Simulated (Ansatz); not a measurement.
# F on Ni(111): change of the work function, part 3 of 3

How does F on the fcc site change the work function of Ni(111) as the layer fills?

Ansatz 0.2.0; plane-wave DFT, PBE, Ansatz PAW.

So far, work function, upper face (eV): step 2 (the clean slab) 5.07; step 3 (17 atoms, coverage 0.25 ML, cell 2x2) 5.68.

## 4. The covered slab, k-mesh 12×12×1, coverage 1 ML

System of this step: Ni4F (F/Ni(111)). The cell holds 5 atoms: 4 Ni and 1 F. Its edges and angles: a = 2.489 Å, b = 2.489 Å, c = 25.251 Å, α = 90.0°, β = 90.0°, γ = 60.0°. Vacuum lies along c.

Another coverage, to see how the dipoles act on each other as their distance changes.

Input file input.yaml:

```yaml
crystal:
  lattice:
    - [2.4890158698, 0.0, 0.0]
    - [1.2445079349, 2.1555509736, 0.0]
    - [0.0, 0.0, 25.2506329451]
  atoms:
    - { symbol: Ni, position: [0.0, 0.0, 0.356426709], spin: 0.7 }
    - { symbol: Ni, position: [0.3333333333, 0.3333333333, 0.4369107487], spin: 0.72 }
    - { symbol: Ni, position: [0.6666666667, 0.6666666667, 0.5171271846], spin: 0.72 }
    - { symbol: Ni, position: [0.0, 0.0, 0.5965382379], spin: 0.7 }
    - { symbol: F, position: [0.3333333333, 0.3333333333, 0.643573291] }
magnetization:
  spin_polarized: true
kpoints:
  mp_grid: { grid: [12, 12, 1] }
hamiltonian:
  xc: pbe
scf:
  occupations: { method: fermi_dirac, width: 0.1 }
  convergence: { dr2_threshold: 1.0e-08 }
efield:
  axis: 3
  dipole_correction: true
  ramp_position: 0.97
  ramp_width: 0.06
relax:
  f_tol: 0.02
  max_steps: 60
  constraints: [{ sites: [0, 1] }]
output:
  write_potential: true
  write_density: true
  volumetric_format: npy
```

On the command line:

```console
$ ansatz run input.yaml --threads 4 --pin off --max-ram 6144MiB --backend cpu --events-out ev --progress --plain --runs-dir out
```

The program printed:

```text
[...]
Crystal: 5 atoms, lattice volume = 135.475 Å³
Basis set: ecut = 420 eV, 2539 PW (Γ), exchange–correlation on 36×36×360 points (8 copies of the dense FFT grid, shifted against one another)
Bands: 50, of which v1, the nominal top of the filled ones, is band 40 counted from 1 (39 counted from 0)
Symmetry: 6 space group operations
k-points: 19 of 144 (time reversal used)
[...]
Starting moments: Σ|m| = 2.84 μB on 4 of 5 sites
[...]
SCF iter   1: F=—  HF=-24161.310870 eV  |F-HF|=—  |Δ(HF+E_count)|=         —  Δρ=4.26e-2 (↑2.24e-2 ↓4.26e-2)  dr2=4.36e0  dr2_m=5.73e-1  M=3.251 μB ∫|m|=3.394 μB  β_m=1.00  ethr=3.10e-3  p=-0.000 e·Å  D=-5.27e-7 V/Å  ΔV_dip=0.00 eV  dr2_dipole=5.35e-2  V_vac-E_F(+/−)=7.15/7.15 eV  ⟨swp⟩=10.8  Hψ=9823  notcnv=0  defer=43
[...]
SCF iter  17: F=-24165.123297 eV  HF=-24165.123297 eV  |F-HF|=3.85e-9  |Δ(HF+E_count)|=   3.88e-9  Δρ=1.23e-6 (↑4.67e-7 ↓1.23e-6)  dr2=4.47e-9  dr2_m=3.08e-10  M=3.285 μB ∫|m|=3.669 μB  ethr=8.27e-12  p=-0.037 e·Å  D=-4.95e-2 V/Å  ΔV_dip=1.25 eV  dr2_dipole=3.67e-10  V_vac-E_F(+/−)=6.32/5.07 eV  ⟨swp⟩=7.0  Hψ=12308  notcnv=0
SCF 1 converged in 17 iterations: F = -24165.123297 eV  dr2 = 4.47e-9
[...]
relax step   1: F+E_penalty+E_count = -24165.12329693 eV  Δ(F+E_penalty+E_count) = +0.000e0 eV  max|allowed force component| = 2.874e0 eV/Å  Δτ_max = 0.0000 Å  (17 SCF iters, accepted)
[...]
SCF iter  15: F=-24165.260093 eV  HF=-24165.260093 eV  |F-HF|=1.32e-9  |Δ(HF+E_count)|=   1.22e-9  Δρ=8.95e-7 (↑6.90e-7 ↓8.95e-7)  dr2=1.89e-9  dr2_m=1.00e-10  M=3.291 μB ∫|m|=3.679 μB  ethr=3.19e-12  p=-0.051 e·Å  D=-6.85e-2 V/Å  ΔV_dip=1.73 eV  dr2_dipole=7.37e-11  V_vac-E_F(+/−)=6.80/5.07 eV  ⟨swp⟩=7.1  Hψ=12851  notcnv=0
SCF 2 converged in 15 iterations: F = -24165.260093 eV  dr2 = 1.89e-9
relax step   2: F+E_penalty+E_count = -24165.26009276 eV  Δ(F+E_penalty+E_count) = -1.368e-1 eV  max|allowed force component| = 1.794e0 eV/Å  Δτ_max = 0.0780 Å  (15 SCF iters, accepted)
[...]
SCF iter  13: F=-24165.358692 eV  HF=-24165.358692 eV  |F-HF|=5.25e-9  |Δ(HF+E_count)|=   2.95e-9  Δρ=8.50e-7 (↑2.97e-7 ↓8.50e-7)  dr2=4.33e-9  dr2_m=1.91e-10  M=3.300 μB ∫|m|=3.694 μB  ethr=3.00e-12  p=-0.075 e·Å  D=-1.00e-1 V/Å  ΔV_dip=2.52 eV  dr2_dipole=1.35e-9  V_vac-E_F(+/−)=7.59/5.07 eV  ⟨swp⟩=6.8  Hψ=12639  notcnv=0
SCF 3 converged in 13 iterations: F = -24165.358692 eV  dr2 = 4.33e-9
[...]
relax step   3: F+E_penalty+E_count = -24165.35869159 eV  Δ(F+E_penalty+E_count) = -9.860e-2 eV  max|allowed force component| = 2.390e-1 eV/Å  Δτ_max = 0.1238 Å  (13 SCF iters, accepted)
[...]
relax step   4: F+E_penalty+E_count = -24165.36026667 eV  Δ(F+E_penalty+E_count) = -1.575e-3 eV  max|allowed force component| = 3.803e-2 eV/Å  Δτ_max = 0.0166 Å  (13 SCF iters, accepted)
SCF iter   1: F=—  HF=-24165.360028 eV  |F-HF|=—  |Δ(HF+E_count)|=         —  Δρ=6.86e-4 (↑5.17e-4 ↓6.86e-4)  dr2=2.45e-4  dr2_m=2.77e-4  M=3.299 μB ∫|m|=3.693 μB  β_m=1.00  ethr=1.81e-5  p=-0.078 e·Å  D=-1.05e-1 V/Å  ΔV_dip=2.65 eV  dr2_dipole=5.01e-5  V_vac-E_F(+/−)=7.71/5.06 eV  ⟨swp⟩=2.3  Hψ=3680  notcnv=0  defer=80
[...]
SCF iter  10: F=-24165.360324 eV  HF=-24165.360324 eV  |F-HF|=5.16e-9  |Δ(HF+E_count)|=   4.35e-9  Δρ=1.12e-6 (↑6.58e-7 ↓1.12e-6)  dr2=4.78e-9  dr2_m=1.92e-10  M=3.300 μB ∫|m|=3.693 μB  ethr=1.64e-12  p=-0.078 e·Å  D=-1.04e-1 V/Å  ΔV_dip=2.63 eV  dr2_dipole=9.44e-10  V_vac-E_F(+/−)=7.70/5.07 eV  ⟨swp⟩=6.8  Hψ=13009  notcnv=0
SCF 5 converged in 10 iterations: F = -24165.360324 eV  dr2 = 4.78e-9
relax step   5: F+E_penalty+E_count = -24165.36032405 eV  Δ(F+E_penalty+E_count) = -5.737e-5 eV  max|allowed force component| = 7.174e-4 eV/Å  Δτ_max = 0.0049 Å  (10 SCF iters, accepted)
[...]
SCF converged after 10 iterations
Magnetization: 3.2995 μB (41.1498 up, 37.8502 down)
Absolute magnetization: 3.6965 μB (∫|ρ↑−ρ↓|, with the PAW one-centre terms)
[...]
Per-site moments (μB) at R_I (Å): [(0.723432, 1.026719), (0.722024, 1.026719), (0.691206, 1.023079), (1.115131, 0.816800), (0.181335, 0.816800)]
Free energy (F): -24165.360324 eV
[...]
Internal energy: -24165.158170 eV  (E = F + TS)
E sigma→0 (E₀):  -24165.259247 eV
Entropy (-TS):   -0.202154 eV (-40.431 meV/atom)
Fermi energy:    2.189641 eV
Dipole field:    D = -0.104240 V/Å  (p = -0.078043 e·Å, saw-weighted, corrected)
Work function:   Φ+ = 7.6994 eV   Φ− = 5.0673 eV
[...]
--- Forces (eV/Å), atoms counted from 1 ---
  atom   1  Ni    -0.00000000     0.00000000     0.14987562
  atom   2  Ni     0.00000000    -0.00000000    -0.15022145
  atom   3  Ni     0.00000000    -0.00000000    -0.00050252
  atom   4  Ni    -0.00000000    -0.00000000     0.00012493
  atom   5  F     -0.00000000     0.00000000     0.00071741
  max |Σ_I F_I| component: 6.01e-6 eV/Å
--- Band table (eV; the first three rows and the last of 38) ---
  k-point 0 ↑: bands = [... 36 lower, 0.6616, 0.9315, 0.9315, 1.2057, 1.2057, 1.5099, 1.5099, 1.9581, ... 6 higher]
  k-point 1 ↑: bands = [... 36 lower, 0.7046, 0.8845, 0.9105, 1.0110, 1.2097, 1.4495, 1.5133, 2.7004, ... 6 higher]
  k-point 2 ↑: bands = [... 36 lower, 0.6493, 0.7497, 0.9337, 1.0247, 1.2130, 1.5215, 1.9936, 3.8134, ... 6 higher]
  k-point 18 ↓: bands = [... 36 lower, 2.2206, 2.2278, 2.3740, 2.7982, 7.1776, 7.4964, 7.7433, 8.2832, ... 6 higher]
--- Relaxed structure (5 steps of the walk, 5 accepted, 0 SCFs on fresh bases) ---
  F+E_penalty+E_count = -24165.36032405 eV   max|allowed force component| = 7.174e-4 eV/Å
  atoms:
    - { symbol: Ni, position: [-1.480297e-17, -1.480297e-17, 0.356427] }
    - { symbol: Ni, position: [0.333333, 0.333333, 0.436911] }
    - { symbol: Ni, position: [0.666667, 0.666667, 0.517654] }
    - { symbol: Ni, position: [-1.480297e-17, -1.480297e-17, 0.597710] }
    - { symbol: F, position: [0.333333, 0.333333, 0.651660] }
```

Run time: 14 s. Hardware: 4 threads of AMD EPYC 9R45, shared host; peak memory 0.64 GiB.

Step by step:

```tsv
step	energy less that of the first step (eV)	largest force component (eV/Å)
1	0.0000	2.8736
2	-0.1368	1.7936
3	-0.2354	0.2390
4	-0.2370	0.0380
5	-0.2370	0.0007
```

Forces are held to the 6 operations that the program found; a distortion that breaks them can't arise in this run.

The atoms that moved most (Å):

```tsv
atom	dx	dy	dz	length
F5	0.000	0.000	0.204	0.204
Ni4	0.000	0.000	0.030	0.030
Ni3	0.000	0.000	0.013	0.013
```

Final coordinates:

```cif
data_structure
_symmetry_space_group_name_H-M 'P 1'
_symmetry_Int_Tables_number 1
_cell_length_a 2.4890
_cell_length_b 2.4890
_cell_length_c 25.2506
_cell_angle_alpha 90.000
_cell_angle_beta 90.000
_cell_angle_gamma 60.000
_cell_volume 135.47
loop_
_atom_site_label
_atom_site_type_symbol
_atom_site_fract_x
_atom_site_fract_y
_atom_site_fract_z
_atom_site_occupancy
Ni1 Ni 0.00000 0.00000 0.35643 1
Ni2 Ni 0.33333 0.33333 0.43691 1
Ni3 Ni 0.66667 0.66667 0.51765 1
Ni4 Ni 0.00000 0.00000 0.59771 1
F5 F 0.33333 0.33333 0.65166 1
```

This step gave:

```
energy at zero smearing        : -24165.2592 eV
total moment                   : 3.300 μB
site moments                   : 0.7234, 0.7220, 0.6912, 1.115, 0.1813 μB
work function, upper face      : 7.699 eV
work function, lower face      : 5.067 eV
dipole along the normal        : -0.07804 e·Å
step between the vacuum levels : 2.632 eV
```

Running mean over 2.032 Å of the planar mean; the ramp of the sawtooth is left out. The electron's electrostatic potential energy less the Fermi level by z:

```tsv
z (Å)	electron's electrostatic potential energy less the Fermi level (eV)
4	5.07
5	5.06
6	5.02
7	4.38
8	-3.20
9	-10.1
10	-10.3
11	-10.4
12	-10.3
13	-10.4
14	-10.7
15	-11.3
16	-9.03
17	1.27
18	7.20
19	7.69
20	7.70
21	7.70
22	7.70
```

Site moment by atom:

```tsv
atom	site moment (μB)
Ni1	0.72
Ni2	0.72
Ni3	0.69
Ni4	1.12
F5	0.18
```

The relaxation took 5 steps and lowered the energy by 0.24 eV; the largest force on the free atoms ends at 7.2e-4 eV/Å.

The covered face has 7.70 eV, +2.63 eV against the clean one; the bare back face has moved by -0.01 eV, a measure of how thin the slab is.

## 5. Work function against coverage

This step: plane-wave DFT, PBE, Ansatz PAW; work function against coverage (Ansatz 0.2.0).

The runs are now put side by side.

Numbers from this step:

| Quantity | Value |
| --- | --- |
| work function of the clean face | 5.072 eV |
| largest change of the work function | 2.627 eV |

The work function of the covered face by coverage:

```tsv
coverage (adsorbates/nm²)	work function of the covered face (eV)
0.00	5.07
4.66	5.68
18.64	7.70
```

The dipole per adsorbate comes from the change of the cell's dipole. Coverage, by row:

```tsv
coverage (1/nm²)	coverage (ML)	work function (eV)	change (eV)	dipole per adsorbate, positive end outwards (debye)	mean height of the added atoms over the highest substrate atom (Å)
4.66	0.25	5.684	0.6116	-0.352	1.434
18.64	1	7.699	2.627	-0.376	1.362
```

## 6. What came out

* work function of the clean face: 5.07 eV
* work function at 0.25 ML: 5.68 eV
* work function at 1 ML: 7.70 eV
* dipole per adsorbate at 0.25 ML, positive end outwards: -0.35 D

F raises the work function of Ni(111) at the lowest coverage, by 0.61 eV: the adsorbate layer has its negative end outwards. The slab has 4 layers, at the tabulated experimental lattice constant, one starting site was run, and quantum-size effects of a slab this thin can reach one or two tenths of an eV. The magnetic order is the one reached from the typed start; other orders were not compared.

[Long decimals in the printed logs are rounded to 6 places.]

[Logs are printed without paths, hosts, clocks, repeated set-up lines and the standing remarks that a program may print on its own settings, such as how far it seeks lower states.]

[Hosts, paths, dates, database ids (printed as entryN), source tags and the programs' standing remarks are cut or masked in the printed files.]

[Maps of the electrostatic potential energy from Ansatz leave out the sawtooth potential of an applied field or a dipole correction, so their vacuum need not be flat; planar profiles and work functions include it.]
